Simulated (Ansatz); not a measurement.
## How Ni absorbs and reflects light

What colour and refractive index does Ni have at this level of theory?

Program: Ansatz 0.2.0. Level of theory: DFT, PBE, plane-wave PAW, default files, scalar-relativistic, independent-particle optical response without local fields. Results are calculated unless marked as measured.

### Step 1. The structure

The structure is cubic, space group Fm-3m (No. 225). Conventional cell: a = 3.524 Å, b = 3.524 Å, c = 3.524 Å, α = 90.00°, β = 90.00°, γ = 90.00°. Ni has 12 Ni at 2.49 Å nearest.

Coordinates:

```cif
data_structure
_symmetry_space_group_name_H-M 'P 1'
_symmetry_Int_Tables_number 1
_cell_length_a 2.4918
_cell_length_b 2.4918
_cell_length_c 2.4918
_cell_angle_alpha 60.000
_cell_angle_beta 60.000
_cell_angle_gamma 60.000
_cell_volume 10.94
loop_
_atom_site_label
_atom_site_type_symbol
_atom_site_fract_x
_atom_site_fract_y
_atom_site_fract_z
_atom_site_occupancy
Ni1 Ni 0.00000 0.00000 0.00000 1
```

### Step 2. Ground state and bands

The self-consistent density comes first; it also tells whether there is a gap, which decides the occupations and the need for a Drude term.

This step: DFT, PBE, plane-wave PAW, default files, scalar-relativistic, ground state (Ansatz 0.2.0).

input.yaml

```yaml
crystal:
  lattice:
    - [0.0, 1.761935, 1.761935]
    - [1.761935, 0.0, 1.761935]
    - [1.761935, 1.761935, 0.0]
  atoms:
    - { symbol: Ni, position: [0.0, 0.0, 0.0], spin: 1.0 }
magnetization:
  spin_polarized: true
kpoints:
  mp_grid: { grid: [12, 12, 12] }
  band_path:
    path:
      - [[0.0, 0.0, 0.0], [0.5, 0.0, 0.5], [0.5, 0.25, 0.75], [0.375, 0.375, 0.75], [0.0, 0.0, 0.0], [0.5, 0.5, 0.5], [0.625, 0.25, 0.625], [0.5, 0.25, 0.75], [0.5, 0.5, 0.5], [0.375, 0.375, 0.75]]
      - [[0.625, 0.25, 0.625], [0.5, 0.0, 0.5]]
    npoints: 5
scf:
  occupations: { method: fermi_dirac, width: 0.05 }
  n_extra_bands: 7
hamiltonian:
  xc: pbe
  pseudopotentials: { kind: paw }
output:
  forces: true
  stress: true
  populations: true
  write_bands: true
```

Command:

```sh
$ ansatz run input.yaml --threads 4 --pin off --max-ram 8192MiB --backend cpu --events-out ev --progress --plain --runs-dir out
```

Numbers of over 12 decimals in the logs are rounded to 6 here.

The program printed:

```text
scf.n_extra_bands = 7 over 9 filled bands (N_el = 18.0): the run solves 16 bands
Engine: ansatz 0.2.0, aarch64-unknown-linux-gnu
Pseudopotentials: kind: paw
Pseudopotential: Ni, paw, valence charge 18, recommended cutoff 420 eV (normal), Ni.paw.azcp
Functional definition: PBE
  parameter kappa = 0.804
  parameter beta = 0.066725
  exchange = pbe_x(kappa = kappa, mu = beta*pi^2/3)
  correlation = pbe_c(beta = beta)
Crystal: 1 atoms, lattice volume = 10.940 Å³
Basis set: ecut = 420 eV, 181 PW (Γ), exchange–correlation on 36×36×36 points (8 copies of the dense FFT grid, shifted against one another)
Bands: 16, of which v1, the nominal top of the filled ones, is band 9 counted from 1 (8 counted from 0)
Symmetry: 48 space group operations
Space group: Fm-3m (ITA 225), of the structure as read, at distance tolerance 2.2e-5 Å
Magnetic group: BNS 225.116 (UNI 1618), of the structure as read, at distance tolerance 2.2e-5 Å
k-points: 72 of 1728
Non-local potential: Ni, projectors of the file, l = 0: 3, l = 1: 2, l = 2: 3, l = 3: 1
PAW form: soft (Blöchl's): semilocal exchange-correlation on the pseudo side does not see the compensation charge
PAW one-centre angular grid: Ni, 590 points (default); XC on 64 Gauss nodes
Initial density: superposition of atomic densities (chi_scale 0.1, normalization cell)
Starting moments: Σ|m| = 1 μB on 1 of 1 site
Initial wavefunctions: pseudopotential atomic-orbital guess
Functional: x = pbe(κ = 0.804, μ = 0.219515), c = pbe(β = 0.066725)
SCF iter   1: F=—  HF=-5839.026666 eV  |F-HF|=—  |Δ(HF+E_count)|=         —  Δρ=5.73e-2 (↑4.70e-2 ↓5.73e-2)  dr2=6.99e-1  dr2_m=1.03e-2  M=0.841 μB ∫|m|=0.906 μB  β_m=0.30  ethr=3.10e-3  ⟨swp⟩=5.7  Hψ=11656  notcnv=0  defer=10
Mixer restart at iter 1: flushing history
preconditioner: auto → none  [metal: Δε(μ)=0.015 eV  Ē_g=20.802 eV  σ=0.050 eV  W_gap=0.07  n_scr=0 (ndim 8)  ℏωp=35.5 eV  f_vac=0.000  D(μ)=1.31/eV (n_scr^D=14)]
SCF iter   2: F=—  HF=-5838.896042 eV  |F-HF|=—  |Δ(HF+E_count)|=   1.31e-1  Δρ=4.72e-2 (↑3.66e-2 ↓4.72e-2)  dr2=3.47e-1  dr2_m=1.04e-2  M=0.785 μB ∫|m|=0.848 μB  β_m=0.24  ethr=3.10e-3  ⟨swp⟩=2.6  Hψ=4528  notcnv=0  defer=263
SCF iter   3: F=—  HF=-5839.047162 eV  |F-HF|=—  |Δ(HF+E_count)|=   1.51e-1  Δρ=1.84e-2 (↑1.27e-2 ↓1.84e-2)  dr2=2.85e-2  dr2_m=5.72e-3  M=0.801 μB ∫|m|=0.866 μB  β_m=0.49  ethr=1.93e-3  ⟨swp⟩=2.0  Hψ=3400  notcnv=0  defer=259
SCF iter   4: F=—  HF=-5839.562583 eV  |F-HF|=—  |Δ(HF+E_count)|=   5.15e-1  Δρ=2.70e-2 (↑7.76e-3 ↓2.70e-2)  dr2=5.93e-2  dr2_m=1.44e-2  M=0.726 μB ∫|m|=0.809 μB  β_m=0.54  ethr=1.58e-4  ⟨swp⟩=2.5  Hψ=4176  notcnv=0  defer=267
SCF iter   5: F=—  HF=-5839.700733 eV  |F-HF|=—  |Δ(HF+E_count)|=   1.38e-1  Δρ=1.44e-2 (↑4.10e-3 ↓1.44e-2)  dr2=1.91e-2  dr2_m=3.63e-3  M=0.704 μB ∫|m|=0.796 μB  β_m=0.76  ethr=1.58e-4  ⟨swp⟩=2.7  Hψ=4344  notcnv=0  defer=267
SCF iter   6: F=—  HF=-5839.727356 eV  |F-HF|=—  |Δ(HF+E_count)|=   2.66e-2  Δρ=2.36e-3 (↑7.27e-4 ↓2.36e-3)  dr2=5.96e-4  dr2_m=7.66e-5  M=0.689 μB ∫|m|=0.786 μB  β_m=0.81  ethr=1.06e-4  ⟨swp⟩=2.2  Hψ=3697  notcnv=0  defer=269
SCF iter   7: F=—  HF=-5839.727506 eV  |F-HF|=—  |Δ(HF+E_count)|=   1.50e-4  Δρ=5.82e-4 (↑7.38e-5 ↓5.82e-4)  dr2=2.31e-5  dr2_m=8.48e-6  M=0.688 μB ∫|m|=0.784 μB  β_m=0.90  ethr=3.31e-6  ⟨swp⟩=1.4  Hψ=3058  notcnv=0  defer=269
SCF iter   8: F=—  HF=-5839.727513 eV  |F-HF|=—  |Δ(HF+E_count)|=   6.55e-6  Δρ=1.64e-4 (↑3.09e-5 ↓1.64e-4)  dr2=1.36e-6  dr2_m=8.64e-7  M=0.688 μB ∫|m|=0.784 μB  β_m=0.95  ethr=1.28e-7  ⟨swp⟩=1.8  Hψ=2960  notcnv=0  defer=269
SCF iter   9: F=—  HF=-5839.727513 eV  |F-HF|=—  |Δ(HF+E_count)|=   1.32e-7  Δρ=3.15e-5 (↑2.76e-5 ↓3.15e-5)  dr2=2.33e-7  dr2_m=5.19e-10  M=0.688 μB ∫|m|=0.784 μB  β_m=0.98  ethr=7.56e-9  ⟨swp⟩=2.3  Hψ=3051  notcnv=0  defer=269
SCF iter  10: F=—  HF=-5839.727513 eV  |F-HF|=—  |Δ(HF+E_count)|=   9.34e-9  Δρ=4.82e-6 (↑4.82e-6 ↓1.02e-6)  dr2=8.53e-10  dr2_m=7.42e-10  M=0.688 μB ∫|m|=0.784 μB  β_m=0.99  ethr=1.29e-9  ⟨swp⟩=1.5  Hψ=2635  notcnv=0  defer=269
SCF iter  11: F=-5839.727513 eV  HF=-5839.727513 eV  |F-HF|=7.14e-10  |Δ(HF+E_count)|=  1.16e-10  Δρ=3.26e-6 (↑6.73e-7 ↓3.26e-6)  dr2=8.87e-10  dr2_m=2.07e-10  M=0.688 μB ∫|m|=0.784 μB  ethr=4.74e-12  ⟨swp⟩=5.1  Hψ=8934  notcnv=0
SCF 1 converged in 11 iterations: F = -5839.727513 eV  dr2 = 8.87e-10
  greatest PAW one-centre occupation: 1.001 electrons in one spin orbital (limit 2), on the Ni atom at site 0 (counted from 0), in its partial waves of l = 1
NSCF: frozen V_eff on 52 k-points
SCF converged after 11 iterations
Magnetization: 0.6880 μB (9.3440 up, 8.6560 down)
Absolute magnetization: 0.7848 μB (∫|ρ↑−ρ↓|, with the PAW one-centre terms)
Spin contamination: 0.0079 ħ² per cell (⟨S²⟩ above its minimum at these occupations)
Per-site moments (μB) at R_I (Å): [(0.729040, 1.027848)]
Free energy (F): -5839.727513 eV
Harris-Foulkes:  -5839.727513 eV  (|F-HF|=7.14e-10)
Internal energy: -5839.714062 eV  (E = F + TS)
E sigma→0 (E₀):  -5839.720787 eV
Entropy (-TS):   -0.013451 eV (-13.451 meV/atom)
Fermi energy:    18.062482 eV
--- Per-component energies (eV) ---
  E_band       = -286.512350
  E_kinetic    = 281.920306
  E_local      = -3445.649825  (includes V_loc(G=0)·N_el)
  E_nonlocal   = 635.476721
  E_hartree    = 1437.955256
  E_xc         = -84.753844
  E_vxc        = -109.286556  (∫ρ·V_xc dr)
  E_paw        = -1629.561835  (= ΣΔE_a)
  E_vpaw       = -524.881824  (= ΣTr[D̂ρ^β])
  E_aug_tail   = 0.000604  (compensation charges beyond the density's cutoff)
  E_ewald      = -3035.101444
  E_smearing   = -0.013451  (= −TS)
  E_closure    = -0.000000  (closes the sum)
  Σ components = -5839.727513   (vs F -5839.727513, Δ=0.00e0)
--- Forces (eV/Å), atoms counted from 1 ---
  atom   1  Ni    -0.00000000     0.00000000    -0.00000000
  max |Σ_I F_I| component: 6.16e-32 eV/Å
--- Stress (GPa, compression-positive) ---
       -0.468975       0.000000      -0.000000
        0.000000      -0.468975      -0.000000
       -0.000000      -0.000000      -0.468975
  P = ⅓ Tr σ = -0.4690 GPa (-4.690 kbar)
--- Band table (eV; the first three rows and the last of 144) ---
  k-point 0 ↑: bands = [... 5 lower, 15.5703, 15.5703, 15.5703, 16.7550, 16.7550, 41.5098, 45.4304, 45.4304, ... 3 higher]
  k-point 1 ↑: bands = [... 5 lower, 15.5024, 15.6290, 15.6290, 16.7311, 16.7311, 40.4022, 43.0766, 44.7858, ... 3 higher]
  k-point 2 ↑: bands = [... 5 lower, 15.3448, 15.7529, 15.7529, 16.7095, 16.7095, 36.5266, 42.2618, 43.8748, ... 3 higher]
  k-point 71 ↓: bands = [... 5 lower, 15.5975, 15.5975, 17.3142, 18.4850, 25.8769, 25.8769, 28.0993, 29.1295, ... 3 higher]
--- Löwdin populations: 1 site ---
  site symbol       q [e]    m [muB]
     0     Ni     17.7782     0.7208
  spilling = 0.012325 (of n_electrons = 18.000000)
```

The job ended after 2.8 s (4 threads of Arm Neoverse N1, shared host; peak memory 0.28 GiB).

Numbers from this step:

| Property | Result |
| --- | --- |
| free energy | -5839.7275 eV |
| Fermi energy | 18.06 eV |
| magnetization | 0.6880 μB |
| absolute magnetization | 0.7848 μB |
| site moments | 0.7290 μB |
| electrons | 18 |
| symmetry operations | 48 |
| pressure | -0.4690 GPa |
| volume | 10.94 Å³ |
| gap on the path | 0 eV |

There are states at the Fermi level within the smearing, so the occupations stay smeared and the carriers get a Drude term. The cell is left with a pressure of -0.5 GPa, as it stands unrelaxed at this level.

Both spins together. The electronic bands at the labelled points (eV, zero at the Fermi level; # counts the bands kept):

| point | #6 | #7 | #8 | #9 | #10 | #11 | #12 | #13 |
| --- | --- | --- | --- | --- | --- | --- | --- | --- |
| Γ | -1.66 | -1.66 | -1.66 | -1.31 | -1.31 | -0.65 | -0.65 | 23.27 |
| 0.40 of the way | -1.94 | -1.83 | -1.23 | -1.08 | -1.08 | -1.07 | -0.40 | 20.72 |
| X | -0.53 | -0.53 | 0.09 | 0.42 | 0.42 | 2.29 | 2.34 | 9.07 |
| 0.40 of the way | -0.81 | -0.67 | -0.53 | -0.15 | 0.42 | 3.66 | 3.82 | 9.21 |
| W | -2.46 | -1.37 | -0.75 | -0.53 | 0.42 | 7.62 | 7.62 | 7.81 |
| 0.40 of the way | -1.97 | -1.29 | -0.66 | -0.60 | 0.35 | 6.37 | 6.58 | 7.68 |
| K | -1.50 | -1.15 | -0.79 | -0.50 | 0.15 | 5.61 | 5.84 | 7.17 |
| 0.60 of the way | -2.05 | -1.66 | -1.53 | -1.19 | -1.03 | -0.93 | -0.19 | 17.01 |
| Γ | -1.66 | -1.66 | -1.66 | -1.31 | -1.31 | -0.65 | -0.65 | 23.27 |
| 0.60 of the way | -2.09 | -1.56 | -1.56 | -1.10 | -1.10 | -0.33 | -0.33 | 11.86 |
| L | -1.79 | -0.66 | -0.66 | -0.45 | -0.39 | 0.18 | 0.18 | 5.53 |
| 0.40 of the way | -2.16 | -1.58 | -1.47 | -0.71 | 0.14 | 1.94 | 2.27 | 5.70 |
| U | -1.50 | -1.15 | -0.79 | -0.50 | 0.15 | 5.61 | 5.84 | 7.17 |
| 0.60 of the way | -1.97 | -1.29 | -0.66 | -0.60 | 0.35 | 6.37 | 6.58 | 7.68 |
| W | -2.46 | -1.37 | -0.75 | -0.53 | 0.42 | 7.62 | 7.62 | 7.81 |
| 0.40 of the way | -2.10 | -1.64 | -0.97 | -0.76 | 0.13 | 4.19 | 4.46 | 6.20 |
| L | -1.79 | -0.66 | -0.66 | -0.45 | -0.39 | 0.18 | 0.18 | 5.53 |
| 0.60 of the way | -1.87 | -1.81 | -1.13 | -0.76 | 0.10 | 3.42 | 3.71 | 5.97 |
| K | -1.50 | -1.15 | -0.79 | -0.50 | 0.15 | 5.61 | 5.84 | 7.17 |
| jump to U | -1.50 | -1.15 | -0.79 | -0.50 | 0.15 | 5.61 | 5.84 | 7.17 |
| 0.60 of the way | -0.71 | -0.57 | -0.22 | -0.03 | 0.38 | 3.08 | 3.19 | 9.14 |
| X | -0.53 | -0.53 | 0.09 | 0.42 | 0.42 | 2.29 | 2.34 | 9.07 |

### Step 3. Spectrum

With the density converged, the vertical transitions are summed over the zone.

This step: DFT, PBE, plane-wave PAW, default files, scalar-relativistic, independent-particle optical response without local fields (Ansatz 0.2.0).

input.yaml, the sections that differ from step 2:

```yaml
kpoints:
  mp_grid: { grid: [15, 15, 15] }
scf:
  occupations: { method: fermi_dirac, width: 0.05 }
output:
  optics:
    e_range: [0, 14]
    de: 0.05
    sigma: 0.1
    drude_damping: 0.05
    nscf_kmesh: { grid: [22, 22, 22] }
    bands: { spectra_wanted_up_to: 14 }
# crystal, magnetization, hamiltonian: as in step 2
```

The program printed:

```text
[...]
Crystal: 1 atoms, lattice volume = 10.940 Å³
Basis set: ecut = 420 eV, 181 PW (Γ)
Bands: 14, of which v1, the nominal top of the filled ones, is band 9 counted from 1 (8 counted from 0)
Symmetry: 48 space group operations
[...]
k-points: 120 of 3375
[...]
Starting moments: Σ|m| = 1 μB on 1 of 1 site
[...]
SCF iter   1: F=—  HF=-5839.013192 eV  |F-HF|=—  |Δ(HF+E_count)|=         —  Δρ=5.80e-2 (↑4.33e-2 ↓5.80e-2)  dr2=6.64e-1  dr2_m=1.17e-2  M=0.858 μB ∫|m|=0.921 μB  β_m=0.30  ethr=3.10e-3  ⟨swp⟩=5.7  Hψ=17757  notcnv=0
[...]
SCF iter  13: F=-5839.729207 eV  HF=-5839.729207 eV  |F-HF|=9.09e-13  |Δ(HF+E_count)|=  9.09e-13  Δρ=1.08e-8 (↑1.30e-9 ↓1.08e-8)  dr2=8.90e-15  dr2_m=2.91e-15  M=0.657 μB ∫|m|=0.749 μB  ethr=1.00e-12  ⟨swp⟩=3.2  Hψ=9235  notcnv=0
SCF 1 converged in 13 iterations: F = -5839.729207 eV  dr2 = 8.90e-15
[...]
NSCF: frozen V_eff on 328 k-points
output.optics: what the bands over the 16 summed would add to eps1, eps2 and the energy-loss function is held between a lower and an upper bound (6 Lanczos steps). eps1, eps2 and their loss function (loss_summed_bands) are given on every row as the summed bands alone make them. Along an axis, on a row where the two bounds hold the loss function to about 1 % of the greater of itself and 0.5 % of |1/eps|, its cell (loss_completed) is given, with the completed eps1 and eps2 that it is formed of (a cell that is left empty reads nan in the table and null in the record). The two bounds hold it so along every axis on all 280 rows up to 14.000 eV. [rest of the remark cut]
SCF converged after 13 iterations
Magnetization: 0.6572 μB (9.3286 up, 8.6714 down)
Absolute magnetization: 0.7495 μB (∫|ρ↑−ρ↓|, with the PAW one-centre terms)
[...]
Per-site moments (μB) at R_I (Å): [(0.696412, 1.027848)]
Free energy (F): -5839.729207 eV
[...]
Internal energy: -5839.715635 eV  (E = F + TS)
E sigma→0 (E₀):  -5839.722421 eV
Entropy (-TS):   -0.013571 eV (-13.571 meV/atom)
Fermi energy:    18.062046 eV
[...]
--- Band table (eV; the first three rows and the last of 240) ---
  k-point 0 ↑: bands = [... 5 lower, 15.5919, 15.5919, 15.5919, 16.7767, 16.7767, 41.5040, 45.4312, 45.4312, ... 1 higher]
  k-point 1 ↑: bands = [... 5 lower, 15.5474, 15.6305, 15.6305, 16.7605, 16.7605, 40.8867, 43.4844, 44.9737, ... 1 higher]
  k-point 2 ↑: bands = [... 5 lower, 15.4326, 15.7252, 15.7252, 16.7320, 16.7320, 38.2101, 42.4827, 44.2216, ... 1 higher]
  k-point 119 ↓: bands = [... 5 lower, 15.4170, 15.7460, 17.3134, 18.4358, 25.4697, 25.6678, 28.3437, 29.7467, ... 1 higher]
```

Elapsed: 44 s, on 4 threads; peak memory 1.2 GiB.

Numbers from this step:

| Item | Value |
| --- | --- |
| magnetization | 0.6572 μB |
| absolute magnetization | 0.7495 μB |
| site moments | 0.6964 μB |
| main peak of the optical conductivity above 1 eV, first axis | 5.560 eV |
| Drude plasma energy, first axis | 7.007 eV |
| bands summed | 16 |
| spectra valid up to | 26.65 eV |
| program's estimate of the k-sum error in Im epsilon | 0.22 % |
| electrons in the f-sum | 5.695 |

The Im ε, any direction by photon energy; read off at these points:

photon energy (eV), Im ε, any direction and a bar:
```
      0.5         66 ##############################
      1.0         46 #####################
      1.5         27 ############
      2.0         23 ##########
      2.5         12 #####
      3.0         10 ####
      3.5          6 ##
      4.0          5 #
      4.5          4 #
      5.0          7 ###
      5.5          9 ####
      6.0          5 #
      6.5          3 #
      7.0          3 
      7.5          3 #
      8.0          3 #
      8.5          3 #
      9.0          3 
      9.5          2 
     10.0          2 
     10.5          2 
     11.0          2 
     11.5          2 
     12.0          2 
     12.5          2 
     13.0          2 
     13.5          2 
     14.0          2
```

[end of part 1 of 2]

[Logs are printed without paths, hosts, clocks, repeated set-up lines and the standing remarks that a program may print on its own settings, such as how far it seeks lower states.]

[Hosts, paths, dates, database ids (printed as entryN), source tags and the programs' standing remarks are cut or masked in the printed files.]
